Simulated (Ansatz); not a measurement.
TiO2 (I4_1/amd): refractive index against wavelength

The refractive index of TiO2 (I4_1/amd) along x below the direct gap (2.46 eV on the mesh) is read from one computed spectrum, n = √(Re ε). x, y and z are the Cartesian axes of the input cell.

Cell: a, b, c = 5.458, 5.458, 5.458 Å (primitive vectors), 6 atoms.

Method: Ansatz 0.2.0, PBE, independent particles, k-mesh 10×10×10 with interpolation inside its cells, Gaussian parameter 0.1 eV.

Launch of the response step: `ansatz run input.yaml --threads 4 --pin off --max-ram 8192MiB --backend cpu --events-out ev --progress --plain --runs-dir out`. The run took 38 s, on 4 threads of Arm Neoverse V1 (shared host).

```tsv
wavelength (nm)	photon energy E (eV)	n
3000	0.413	2.6402
2000	0.620	2.6511
1550	0.800	2.6646
1310	0.946	2.6786
1064	1.165	2.7053
850	1.459	2.7540
700	1.771	?
```

In the single-oscillator model n² − 1 = E₀E_d/(E₀² − E²), so 1/(n² − 1) = E₀/E_d − E²/(E₀E_d) is linear in E².

Working, on the rows shown:

| x = E² (eV²) | y = 1/(n² − 1) |
| --- | --- |
| 0.170801 | 0.167486 |
| 0.384302 | 0.165883 |
| 0.639837 | 0.163932 |
| 0.895757 | 0.161946 |
| 1.35784 | 0.158262 |
| 2.12762 | 0.151871 |

Means: x̄ = 0.92936, ȳ = 0.16156. Σ(x − x̄)(y − ȳ) = -0.02057, Σ(x − x̄)² = 2.577. Slope = -0.02057 / 2.577 = -0.007984; intercept = ȳ − slope · x̄ = 0.16898. Turned back into n, the line misses the rows shown by at most 0.00098.

Problem. Predict the last column of the withheld row from the fit.

Solution. At x = 3.1372 the line gives y = 0.14394, that is 2.8191. The run gave 2.8293, so the extrapolation is off by 0.01, 5 % of the range in the table.

Refitted with all rows, the slope is -0.008315 and the intercept 0.16923. These give E₀ = √(intercept/−slope) = 4.51 eV and E_d = E₀/intercept = 26.7 eV; E₀ is 1.8 times the direct gap. The electronic limit at long wavelengths, without lattice vibrations, is n = √(1 + 1/intercept) = 2.629. Excitons are left out and so are local fields; PBE gaps are as a rule too small.

[Logs are printed without paths, hosts, clocks, repeated set-up lines and the standing remarks that a program may print on its own settings, such as how far it seeks lower states.]
